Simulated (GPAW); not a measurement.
# Ballistic transport through a Ga chain with a Si atom bridging one bond, from relaxation to T(E), part 2 of 2

Aim: the conductance of a Ga chain with a Si atom bridging one bond after relaxation, and whether geometry, basis or functional moves it most.

GPAW 26.7.0; GPAW LCAO, PAW setups; relaxation of the junction within the symmetry of its start, lead ends held (the session's first sound run).

So far, transmission at the Fermi level (one spin): step 3 (GPAW, dzp, PBE, GPAW) 1.21; step 4 (basis szp(dzp), PBE, GPAW) 1.26; step 5 (basis sz(dzp), PBE, GPAW) 1.26; step 6 (revPBE) 1.18; step 7 (without the relaxation: geometry = "as built", PBE, GPAW) 0.964.

## (9) The levels side by side

The curves are compared point by point over the common energies.

This step: comparison of transmission and cost over codes, levels and geometry (GPAW 26.7.0).

Ladder, by row:

| step | code | T at the Fermi level (sum over the listed spins) | conductance (G0) | r.m.s. T(E) from the first | wall time (s) | peak memory (GiB) | threads |
| --- | --- | --- | --- | --- | --- | --- | --- |
| dzp | GPAW | 1.209 | 1.197 | 0 | 46.58 | 1.04 | 1 |
| szp | GPAW | 1.257 | 1.241 | 0.1451 | 40.84 | 1.02 | 1 |
| sz | GPAW | 1.259 | 1.242 | 0.1984 | 25.13 | 0.93 | 1 |
| dzp-revPBE | GPAW | 1.178 | 1.166 | 0.07168 | 43.95 | 1.04 | 1 |
| asbuilt | GPAW | 0.9642 | 0.9557 | 0.1219 | 46.75 | 1.04 | 1 |

Table of transmission, zone mean, sum over the listed spins by energy, zero at the Fermi level:

| energy (eV) | dzp | szp | sz | dzp-revPBE | asbuilt |
| --- | --- | --- | --- | --- | --- |
| -2.000 | 0.656 | 0.481 | 0.407 | 0.678 | 0.740 |
| -1.800 | 0.621 | 0.284 | 0.149 | 0.662 | 0.713 |
| -1.600 | 0.491 | 8.9e-8 | 2.2e-7 | 0.615 | 0.599 |
| -1.475 | 5.5e-6 | 3.9e-6 | 0.998 | 2.2e-4 | 5.6e-6 |
| -1.450 | 0.476 | 0.743 | 0.959 | 0.828 | 0.0447 |
| -1.425 | 0.931 | 0.939 | 0.908 | 0.703 | 0.970 |
| -1.400 | 0.837 | 0.998 | 0.861 | 0.662 | 0.906 |
| -1.200 | 0.607 | 0.723 | 0.606 | 0.547 | 0.737 |
| -1.000 | 0.475 | 0.517 | 0.416 | 0.438 | 0.643 |
| -0.800 | 0.312 | 0.299 | 0.218 | 0.287 | 0.515 |
| -0.600 | 0.110 | 0.0744 | 0.0382 | 0.0975 | 0.304 |
| -0.400 | 0.00604 | 0.0245 | 0.0412 | 0.00794 | 0.0288 |
| -0.200 | 0.740 | 0.701 | 0.697 | 0.732 | 0.537 |
| 0.000 | 1.21 | 1.26 | 1.26 | 1.18 | 0.964 |
| 0.200 | 1.15 | 1.16 | 1.14 | 1.12 | 1.02 |
| 0.400 | 1.17 | 1.16 | 1.11 | 1.15 | 1.17 |
| 0.600 | 1.26 | 1.23 | 1.17 | 1.25 | 1.30 |
| 0.800 | 1.35 | 1.31 | 1.27 | 1.34 | 1.38 |
| 1.000 | 1.41 | 1.39 | 1.35 | 1.41 | 1.43 |
| 1.200 | 1.45 | 1.44 | 1.40 | 1.45 | 1.46 |
| 1.350 | 1.46 | 1.45 | 1.42 | 1.45 | 1.47 |
| 1.400 | 1.46 | 1.45 | 1.42 | 1.45 | 1.47 |
| 1.600 | 1.44 | 1.44 | 1.41 | 1.43 | 1.45 |
| 1.800 | 1.40 | 1.40 | 1.37 | 1.39 | 1.41 |
| 2.000 | 1.34 | 1.35 | 1.32 | 1.33 | 1.34 |

## (10) Potential alignment off

Without the shift, lead and junction are matched by their Fermi levels alone.

This step: GPAW LCAO, PAW setups; Landauer transmission from Green's functions with principal layers (ASE), zero bias (GPAW 26.7.0).

run.py reads:

```python
import json
import numpy as np
from ase import Atoms
from ase.transport.calculators import TransportCalculator
from gpaw import GPAW, FermiDirac
from gpaw.lcao.tools import get_lcao_hamiltonian
from scipy.linalg import eigh

# The junction with lead layers at both ends, along the third cell vector
device = Atoms(
    ['Ga', 'Ga', 'Ga', 'Ga', 'Ga', 'Ga', 'Si', 'Ga', 'Ga', 'Ga', 'Ga', 'Ga', 'Ga'],
    positions=[
        [4.50000, 4.50000, 1.27500],
        [4.50000, 4.50000, 3.82500],
        [4.50000, 4.50000, 6.37500],
        [4.50000, 4.50000, 8.92500],
        [4.50000, 4.50000, 11.47500],
        [4.52568, 4.50000, 13.96108],
        [6.39276, 4.50000, 15.40000],
        [4.52568, 4.50000, 16.83892],
        [4.50000, 4.50000, 19.32500],
        [4.50000, 4.50000, 21.87500],
        [4.50000, 4.50000, 24.42500],
        [4.50000, 4.50000, 26.97500],
        [4.50000, 4.50000, 29.52500]],
    cell=[[9.0, 0.0, 0.0], [0.0, 9.0, 0.0], [0.0, 0.0, 30.8]],
    pbc=True)

# One principal layer of the lead: the first 3 atoms of the device
lead = Atoms(
    ['Ga', 'Ga', 'Ga'],
    positions=[
        [4.50000, 4.50000, 1.27500],
        [4.50000, 4.50000, 3.82500],
        [4.50000, 4.50000, 6.37500]],
    cell=[[9.0, 0.0, 0.0], [0.0, 9.0, 0.0], [0.0, 0.0, 7.65]],
    pbc=True)

settings = dict(mode='lcao', basis='dzp', xc='PBE', h=0.2,
                occupations=FermiDirac(0.1), maxiter=250,
                mixer=dict(beta=0.1, nmaxold=8, weight=100.0),
                convergence=dict(density=0.0001))
energies = np.arange(-2, 2 + 1e-9, 0.025)
eta = 0.0001
n1, n2 = 1, 1
# k and -k transmit alike, so half of the mesh across the current serves
mesh = [(i, j) for i in range(n1) for j in range(n2) if (i, j) <= (-i % n1, -j % n2)]
weights = np.array([1 if (i, j) == (-i % n1, -j % n2) else 2 for i, j in mesh]) / (n1 * n2)

# [... helper functions left out ...]
fermi_lead = ground_state(lead, (1, 1, 15), 'lead.txt')
fermi_device = ground_state(device, (1, 1, 3), 'device.txt')
# [... loop over the mesh left out, but for ...]
        # Lead and device are aligned by their Fermi levels alone
        shift = 0.0
# [...]
kT = 8.617333e-5 * 300
bias = [0.1, 0.2, 0.5, 1.0, 1.5, 2.0]
# [... integrals and printing left out ...]
```

Run with:

```
$ OMP_NUM_THREADS=1 OPENBLAS_NUM_THREADS=1 python run.py
```

Log:

```text
basis functions: device 169, principal layer 39
Fermi level: lead -2.8498 eV, device -2.8504 eV; lead shifted by 0.0000 eV
largest coupling past the next layer 6.03e-05 eV, largest misfit of the first layer 0.019 eV
  E-E_F (eV)   T (one spin)  [channel counts left out]
    -2.000    6.5298e-01
    -1.975    6.5053e-01
    -1.950    6.4765e-01
    -1.925    6.4430e-01
    -1.900    6.4044e-01
    -1.875    6.3604e-01
    -1.850    6.3103e-01
    -1.825    6.2533e-01
    -1.800    6.1884e-01
    -1.775    6.1142e-01
    -1.750    6.0289e-01
    -1.725    5.9298e-01
    -1.700    5.8135e-01
    -1.675    5.6743e-01
    -1.650    5.5038e-01
    -1.625    5.2884e-01
[...]
1.825    1.3943e+00
     1.850    1.3874e+00
     1.875    1.3802e+00
     1.900    1.3726e+00
     1.925    1.3647e+00
     1.950    1.3564e+00
     1.975    1.3478e+00
     2.000    1.3389e+00
conductance at 300 K: 1.1852 G0 a cell; thermopower -2.758 uV/K
current from the zero-bias T(E) at 0.1 V: 9.1493 uA
current from the zero-bias T(E) at 0.2 V: 18.094 uA
current from the zero-bias T(E) at 0.5 V: 41.264 uA
current from the zero-bias T(E) at 1.0 V: 65.929 uA
current from the zero-bias T(E) at 1.5 V: 93.197 uA
current from the zero-bias T(E) at 2.0 V: 127.18 uA
```

Run time: 46 s. Hardware: 1 thread of Arm Neoverse V1, shared host; peak memory 1 GiB.

Numbers from this step:

```
conductance                                 : 1.185 G₀
thermopower                                 : -2.758 μV/K
largest misfit of the first principal layer : 0.01884 eV
shift that aligns the lead                  : 0 eV
transmission at the Fermi level (one spin)  : 1.197
```

One spin. Transmission, zone mean against energy, zero at the Fermi level:

| energy (eV) | transmission, zone mean |
| --- | --- |
| -2.000 | 0.653 |
| -1.800 | 0.619 |
| -1.600 | 0.500 |
| -1.425 | 0.995 |
| -1.400 | 0.883 |
| -1.200 | 0.612 |
| -1.000 | 0.477 |
| -0.800 | 0.313 |
| -0.600 | 0.110 |
| -0.400 | 0.00596 |
| -0.200 | 0.794 |
| 0.000 | 1.20 |
| 0.200 | 1.16 |
| 0.400 | 1.16 |
| 0.600 | 1.26 |
| 0.800 | 1.35 |
| 1.000 | 1.42 |
| 1.200 | 1.45 |
| 1.350 | 1.46 |
| 1.400 | 1.46 |
| 1.600 | 1.44 |
| 1.800 | 1.40 |
| 2.000 | 1.34 |

Not self-consistent under bias; the bias window is split evenly. Table of current through one cell, from the zero-bias transmission by bias:

| bias (V) | current through one cell, from the zero-bias transmission (μA) |
| --- | --- |
| 0.100 | 9.15 |
| 0.200 | 18.1 |
| 0.500 | 41.3 |
| 1.000 | 65.9 |
| 1.500 | 93.2 |
| 2.000 | 127 |

The transmission of the three most open eigenchannels by energy, zero at the Fermi level:

| energy (eV) | channel 1 | channel 2 | channel 3 |
| --- | --- | --- | --- |
| -2.000 | 0.653 | 1.4e-11 | 0 |
| -1.900 | 0.640 | 1.4e-11 | 0 |
| -1.800 | 0.619 | 1.4e-11 | 0 |
| -1.700 | 0.581 | 1.3e-11 | 0 |
| -1.600 | 0.500 | 1.3e-11 | 0 |
| -1.500 | 0.0135 | 1.3e-11 | 0 |
| -1.400 | 0.883 | 1.3e-11 | 0 |
| -1.300 | 0.693 | 1.2e-11 | 0 |
| -1.200 | 0.612 | 1.2e-11 | 0 |
| -1.100 | 0.546 | 1.2e-11 | 0 |
| -1.000 | 0.477 | 1.1e-11 | 0 |
| -0.900 | 0.401 | 1.1e-11 | 0 |
| -0.800 | 0.313 | 1.1e-11 | 0 |
| -0.700 | 0.214 | 1.1e-11 | 0 |
| -0.600 | 0.110 | 1.0e-11 | 0 |
| -0.500 | 0.0241 | 1.0e-11 | 0 |
| -0.400 | 0.00596 | 1.6e-10 | 9.6e-12 |
| -0.300 | 0.143 | 3.0e-9 | 6.4e-10 |
| -0.200 | 0.382 | 0.238 | 0.174 |
| -0.100 | 0.453 | 0.370 | 0.278 |
| 0.000 | 0.558 | 0.465 | 0.174 |
| 0.100 | 0.607 | 0.490 | 0.0936 |
| 0.200 | 0.637 | 0.483 | 0.0392 |
| 0.300 | 0.667 | 0.469 | 0.00924 |
| 0.400 | 0.702 | 0.460 | 2.8e-5 |
| 0.500 | 0.740 | 0.459 | 0.00490 |
| 0.600 | 0.776 | 0.462 | 0.0167 |
| 0.700 | 0.808 | 0.469 | 0.0307 |
| 0.800 | 0.834 | 0.475 | 0.0444 |
| 0.900 | 0.854 | 0.479 | 0.0572 |
| 1.000 | 0.870 | 0.480 | 0.0686 |
| 1.100 | 0.883 | 0.477 | 0.0787 |
| 1.200 | 0.893 | 0.471 | 0.0873 |
| 1.300 | 0.901 | 0.462 | 0.0945 |
| 1.400 | 0.907 | 0.450 | 0.100 |
| 1.500 | 0.911 | 0.435 | 0.105 |
| 1.600 | 0.915 | 0.417 | 0.109 |
| 1.700 | 0.917 | 0.395 | 0.111 |
| 1.800 | 0.919 | 0.369 | 0.113 |
| 1.900 | 0.921 | 0.338 | 0.113 |
| 2.000 | 0.922 | 0.304 | 0.113 |

The conductance, 1.19 G₀, lies 1.0 % below that of the dzp run.

## (11) Results

* conductance: 1.20 G₀
* transmission at the Fermi level, mean of the spins: 1.21
* thermopower: about 0 (under 1.5 μV/K)

In words: In the dzp basis the junction conducts 1.20 G₀ at 300 K, with T = 1.21 a spin at the Fermi level; the sz basis reaches that conductance within 10 %. Relaxation moved atoms by up to 0.069 Å and took the conductance from 0.956 to 1.20 G₀, as a ratio a larger change than the step from dzp to the minimal basis. At the Fermi level the three most open eigenchannels pass 0.56, 0.48 and 0.17. Measured against the first run (dzp), the nearest curve is that of dzp-revPBE (r.m.s. 0.072) and the farthest that of sz (0.20). Over the compared runs wall time goes from 25 s (sz) to 47 s (asbuilt), on a shared host. The leads kept an estimated spacing and the cell its length, so the junction may be under some tension or compression. The geometry comes from the orbital basis, which tends to overbind, and kept the symmetry of the start, so a structure of lower symmetry may lie lower. An evenly spaced straight chain is an idealisation: free chains tend to dimerise, zigzag or, where a band edge lies near the Fermi level, turn magnetic. The currents use the zero-bias T(E) throughout, which holds only while the bias is small against the distance to the nearest feature.

[Logs are printed without paths, hosts, clocks, repeated set-up lines and the standing remarks that a program may print on its own settings, such as how far it seeks lower states.]

[Hosts, paths, dates, database ids (printed as entryN), source tags and the programs' standing remarks are cut or masked in the printed files.]
